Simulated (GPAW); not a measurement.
# Screening of a field by Hf2NS2 MXene monolayer

How does Hf2NS2 MXene monolayer screen a perpendicular field?

Main program and level: GPAW 26.7.0; GPAW, PAW setups; layer in a repeated cell with vacuum, relaxation of atoms and in-plane cell, in the first sound run; inputs show where later runs differ.

## 1. Starting point

The cell holds 5 atoms: 2 S, 2 Hf and 1 N. Cell: a = 3.217 Å, b = 3.217 Å, c = 20.248 Å, α = 90.0°, β = 90.0°, γ = 120.0°. Vacuum lies along c.

## 2. Relaxing the atoms

Forces are removed first; all later runs use this geometry.

run.py

```python
import json
import numpy as np
from ase import Atoms
from ase.filters import FrechetCellFilter
from ase.optimize import BFGS
from gpaw import GPAW, PW

slab = Atoms(
    ['S', 'Hf', 'N', 'Hf', 'S'],
    positions=[
        [-0.00000, 1.85762, 7.00000],
        [1.60875, 0.92881, 8.85468],
        [0.00000, 0.00000, 10.12422],
        [-0.00000, 1.85762, 11.39376],
        [1.60875, 0.92881, 13.24845]],
    cell=[[3.2175, 0.0, 0.0], [-1.60875, 2.78644, 0.0], [0.0, 0.0, 20.2484]],
    pbc=[True, True, True])

slab.calc = GPAW(mode=PW(600), xc='PBE', kpts={'size': (12, 12, 1), 'gamma': True},
                 occupations={'name': 'fermi-dirac', 'width': 0.05}, nbands='160%',
                 convergence={'density': 1e-05}, maxiter=200,
                 symmetry={'tolerance': 1e-3}, txt='slab.txt')
result = {}
# The in-plane cell is free; stress needs a cell that repeats along all three vectors
path = []
opt = BFGS(FrechetCellFilter(slab, mask=[1, 1, 0, 0, 0, 1]), maxstep=0.2)
opt.attach(lambda: path.append((slab.get_potential_energy(), slab.positions.tolist(), slab.get_forces().tolist())))
result['relaxed'] = bool(opt.run(fmax=0.02, steps=45))
result['path'] = path
result['cell'] = slab.cell.tolist()
print('in-plane lattice', slab.cell.cellpar().round(4)[[0, 1, 5]])
energy = slab.get_potential_energy()
fermi = slab.calc.get_fermi_level()
v = slab.calc.get_electrostatic_potential().mean((0, 1)) - fermi
n = slab.calc.get_pseudo_density().mean((0, 1))
L = slab.cell[2, 2]
z = np.arange(len(v)) * L / len(v)
low, high = slab.positions[:, 2].min(), slab.positions[:, 2].max()
below, above = np.interp([low - 4.8, high + 4.8], z, v)
slopes = [np.interp(x, z, np.gradient(v, z)) for x in (low - 4.8, high + 4.8)]
eps = np.array([[slab.calc.get_eigenvalues(k, s) for k in range(len(slab.calc.get_ibz_k_points()))]
                for s in range(slab.calc.get_number_of_spins())]) - fermi
top, bottom = eps[eps < 0].max(), eps[eps > 0].min()
dipole = slab.get_dipole_moment()[2]
print(f'energy {energy:.4f} eV, Fermi level {fermi:.4f} eV, dipole {dipole:.5f} e A')
print(f'potential 4.8 A off the faces, from the Fermi level: lower {below:.4f} eV, upper {above:.4f} eV')
print(f'slope of the potential there: lower {slopes[0]:.5f}, upper {slopes[1]:.5f} eV/A')
print(f'nearest levels on the mesh: {top:.4f} and {bottom:.4f} eV')
print('magnetic moment', round(slab.get_magnetic_moment(), 3))
result.update(energy=energy, fermi=fermi, dipole=dipole, below=below, above=above, slopes=slopes, edges=[top, bottom],
              z=z.tolist(), v=v.tolist(), n=n.tolist(), positions=slab.positions.tolist(),
              forces=slab.get_forces(apply_constraint=False).tolist(), moments=slab.get_magnetic_moments().tolist())
json.dump(result, open('result.json', 'w'))
```

Launch:

```
$ OMP_NUM_THREADS=1 OPENBLAS_NUM_THREADS=1 python run.py
```

What it wrote:

```text
Step          Energy          fmax
BFGS:    0      -38.125003        2.494935
BFGS:    1      -38.437236        1.787537
BFGS:    2      -38.773650        1.980837
BFGS:    3      -38.871298        0.972176
BFGS:    4      -38.955211        0.758243
BFGS:    5      -39.176637        0.642954
BFGS:    6      -39.214195        0.416651
BFGS:    7      -39.226272        0.200712
BFGS:    8      -39.229825        0.184294
BFGS:    9      -39.231561        0.162903
BFGS:   10      -39.230516        0.061859
BFGS:   11      -39.230214        0.008182
in-plane lattice [  3.393   3.393 120.   ]
energy -39.2229 eV, Fermi level 0.4386 eV, dipole 0.00055 e A
potential 4.8 A off the faces, from the Fermi level: lower 5.5469 eV, upper 5.5438 eV
slope of the potential there: lower 0.00051, upper 0.00076 eV/A
nearest levels on the mesh: -0.0251 and 0.0152 eV
magnetic moment 0.0
```

Wall time 20 min (1 thread of Intel Xeon Platinum 8259CL at 2.50GHz (Skylake/Cascade Lake), shared host); peak memory 0.46 GiB.

Numbers from this step:

- dipole along the normal: 5.45e-4 e·Å
- levels nearest the Fermi level on the mesh: -0.02513, 0.01516 eV from the Fermi level

Table of electrostatic potential energy of an electron (without an applied field's), less the Fermi level, planar mean by z:

z (Å), electrostatic potential energy of an electron (without an applied field's), less the Fermi level, planar mean (eV) and a bar from the least value:
```
      0.0        5.5 ##############################
      0.5        5.5 ##############################
      1.0        5.5 ##############################
      1.5        5.5 ##############################
      2.0        5.5 ##############################
      2.5        5.5 ##############################
      3.0        5.5 ##############################
      3.5        5.5 ##############################
      4.0        5.5 ##############################
      4.5        5.5 ##############################
      5.0        5.5 ##############################
      5.5        5.4 ##############################
      6.0        4.8 #############################
      6.5        1.8 ##########################
      7.0       -9.7 ############
      7.5      -12.7 #########
      8.0       -6.0 ################
      8.5      -15.3 ######
      9.0      -19.3 #
      9.5       -8.4 ##############
     10.0      -10.6 ###########
     10.5       -7.2 ###############
     11.0      -13.7 #######
     11.5      -20.1 
     12.0       -9.2 #############
     12.5       -7.3 ###############
     13.0      -15.9 #####
     13.5       -2.4 #####################
     14.0        3.8 ############################
     14.5        5.2 ##############################
     15.0        5.5 ##############################
     15.5        5.5 ##############################
     16.0        5.5 ##############################
     16.5        5.5 ##############################
     17.0        5.5 ##############################
     17.5        5.5 ##############################
     18.0        5.5 ##############################
     18.5        5.5 ##############################
     19.0        5.5 ##############################
     19.5        5.5 ##############################
     20.0        5.5 ##############################
```

The pseudo valence density, planar mean oscillates, so the rows of the table below give means over windows of 0.5 Å about each position, cut where the curve ends. Its maxima inside the range that stand out by 2 % of the span (Å: e/Å³): 7.59: 0.455, 8.77: 1.03, 10.12: 0.615, 11.47: 1.03, 12.66: 0.455. Its minima: 7.93: 0.429, 9.62: 0.493, 10.63: 0.493, 12.32: 0.429.

The pseudo valence density, planar mean by z; means over each step:

```
z (Å)  pseudo valence density, planar mean (e/Å³)
  4.0                                      8.0e-5
  4.5                                      4.0e-4
  5.0                                     0.00198
  5.5                                      0.0100
  6.0                                      0.0498
  6.5                                       0.195
  7.0                                       0.359
  7.5                                       0.423
  8.0                                       0.446
  8.5                                       0.744
  9.0                                       0.904
  9.5                                       0.542
 10.0                                       0.591
 10.5                                       0.542
 11.0                                       0.695
 11.5                                       0.932
 12.0                                       0.535
 12.5                                       0.441
 13.0                                       0.384
 13.5                                       0.296
 14.0                                       0.106
 14.5                                      0.0231
 15.0                                     0.00452
 15.5                                      8.9e-4
 16.0                                      1.8e-4
 16.5                                      3.6e-5
```

The relaxation lowered the energy of the cell by 1.11 eV (energies extrapolated to zero smearing; the optimiser's log prints free energies). The largest force left on a free atom is 0.0082 eV/Å.

## 3. Plane waves, PBE

The work function is the vacuum plateau of the electrostatic potential less the Fermi level; a dipole layer lets the two faces have plateaus of their own.

This step: GPAW, PAW setups; slab in vacuum (GPAW 26.7.0).

The cell differs from the one that the last finished run ended in (c 20.248 → 19.699 Å).

run.py: that of step 2 with these lines changed.

```diff
@@ -3,4 +3,2 @@
 from ase import Atoms
-from ase.filters import FrechetCellFilter
-from ase.optimize import BFGS
 from gpaw import GPAW, PW
@@ -10,23 +8,16 @@
     positions=[
-        [-0.00000, 1.85762, 7.00000],
-        [1.60875, 0.92881, 8.85468],
-        [0.00000, 0.00000, 10.12422],
-        [-0.00000, 1.85762, 11.39376],
-        [1.60875, 0.92881, 13.24845]],
-    cell=[[3.2175, 0.0, 0.0], [-1.60875, 2.78644, 0.0], [0.0, 0.0, 20.2484]],
-    pbc=[True, True, True])
+        [-0.00000, 1.95896, 7.00000],
+        [1.69652, 0.97948, 8.56495],
+        [-0.00000, 0.00000, 9.84956],
+        [-0.00000, 1.95896, 11.13418],
+        [1.69652, 0.97948, 12.69914]],
+    cell=[[3.39303, -0.0, 0.0], [-1.69652, 2.93846, 0.0], [0.0, 0.0, 19.6991]],
+    pbc=[True, True, False])
 
-slab.calc = GPAW(mode=PW(600), xc='PBE', kpts={'size': (12, 12, 1), 'gamma': True},
+slab.calc = GPAW(mode=PW(500), xc='PBE', kpts={'size': (12, 12, 1), 'gamma': True},
                  occupations={'name': 'fermi-dirac', 'width': 0.05}, nbands='160%',
                  convergence={'density': 1e-05}, maxiter=200,
+                 poissonsolver={'dipolelayer': 'xy'},
                  symmetry={'tolerance': 1e-3}, txt='slab.txt')
 result = {}
-# The in-plane cell is free; stress needs a cell that repeats along all three vectors
-path = []
-opt = BFGS(FrechetCellFilter(slab, mask=[1, 1, 0, 0, 0, 1]), maxstep=0.2)
-opt.attach(lambda: path.append((slab.get_potential_energy(), slab.positions.tolist(), slab.get_forces().tolist())))
-result['relaxed'] = bool(opt.run(fmax=0.02, steps=45))
-result['path'] = path
-result['cell'] = slab.cell.tolist()
-print('in-plane lattice', slab.cell.cellpar().round(4)[[0, 1, 5]])
 energy = slab.get_potential_energy()
```

What it wrote:

```text
energy -38.7960 eV, Fermi level 0.6067 eV, dipole 0.00036 e A
potential 4.8 A off the faces, from the Fermi level: lower 5.5511 eV, upper 5.5416 eV
slope of the potential there: lower -0.00025, upper 0.00025 eV/A
nearest levels on the mesh: -0.0284 and 0.0164 eV
magnetic moment 0.0
```

It took 2.6 min on 1 thread; peak memory 0.26 GiB.

This step gave:

| Item | Value |
| --- | --- |
| dipole along the normal | 3.55e-4 e·Å |
| levels nearest the Fermi level on the mesh | -0.02836, 0.01642 eV from the Fermi level |
| upper work function | 5.542 eV |
| lower work function | 5.551 eV |

The electrostatic potential energy of an electron (without an applied field's), less the Fermi level, planar mean by z:

```
z (Å)  electrostatic potential energy of an electron (without an applied field's), less the Fermi level, planar mean (eV)
  0.0                                                                                                                5.55
  0.5                                                                                                                5.55
  1.0                                                                                                                5.55
  1.5                                                                                                                5.55
  2.0                                                                                                                5.55
  2.5                                                                                                                5.55
  3.0                                                                                                                5.55
  3.5                                                                                                                5.55
  4.0                                                                                                                5.55
  4.5                                                                                                                5.54
  5.0                                                                                                                5.48
  5.5                                                                                                                5.18
  6.0                                                                                                                3.70
  6.5                                                                                                               -3.08
  7.0                                                                                                               -15.9
  7.5                                                                                                               -6.91
  8.0                                                                                                               -9.75
  8.5                                                                                                               -20.3
  9.0                                                                                                               -13.1
  9.5                                                                                                               -7.35
 10.0                                                                                                               -10.2
 10.5                                                                                                               -8.81
 11.0                                                                                                               -19.6
 11.5                                                                                                               -14.6
 12.0                                                                                                               -5.91
 12.5                                                                                                               -13.4
 13.0                                                                                                               -8.89
 13.5                                                                                                                2.06
 14.0                                                                                                                4.84
 14.5                                                                                                                5.40
 15.0                                                                                                                5.51
 15.5                                                                                                                5.54
 16.0                                                                                                                5.54
 16.5                                                                                                                5.54
 17.0                                                                                                                5.54
 17.5                                                                                                                5.54
 18.0                                                                                                                5.54
 18.5                                                                                                                5.54
 19.0                                                                                                                5.54
 19.5                                                                                                                5.54
```

The pseudo valence density, planar mean oscillates, so the rows of the table below give means over windows of 1 Å about each position, cut where the curve ends. Its maxima inside the range that stand out by 2 % of the span (Å: e/Å³): 7.3: 0.455, 8.6: 1.04, 9.9: 0.609, 11.1: 1.04, 12.4: 0.455. Its minima: 7.7: 0.427, 9.4: 0.502, 10.3: 0.502, 12.0: 0.427.

Pseudo valence density, planar mean against z; means over each step:

z (Å), pseudo valence density, planar mean (e/Å³) and a bar:
```
        3       0.00 
        4       0.00 
        5       0.01 
        6       0.13 #####
        7       0.39 ##############
        8       0.61 ######################
        9       0.71 ##########################
       10       0.56 #####################
       11       0.82 ##############################
       12       0.48 ##################
       13       0.34 ############
       14       0.06 ##
       15       0.00 
       16       0.00
```

The potential is flat to 2.5e-4 eV/Å where it is read, so the vacuum is wide enough.

[end of part 1 of 3]

[Logs are printed without paths, hosts, clocks, repeated set-up lines and the standing remarks that a program may print on its own settings, such as how far it seeks lower states.]

[Hosts, paths, dates, database ids (printed as entryN), source tags and the programs' standing remarks are cut or masked in the printed files.]
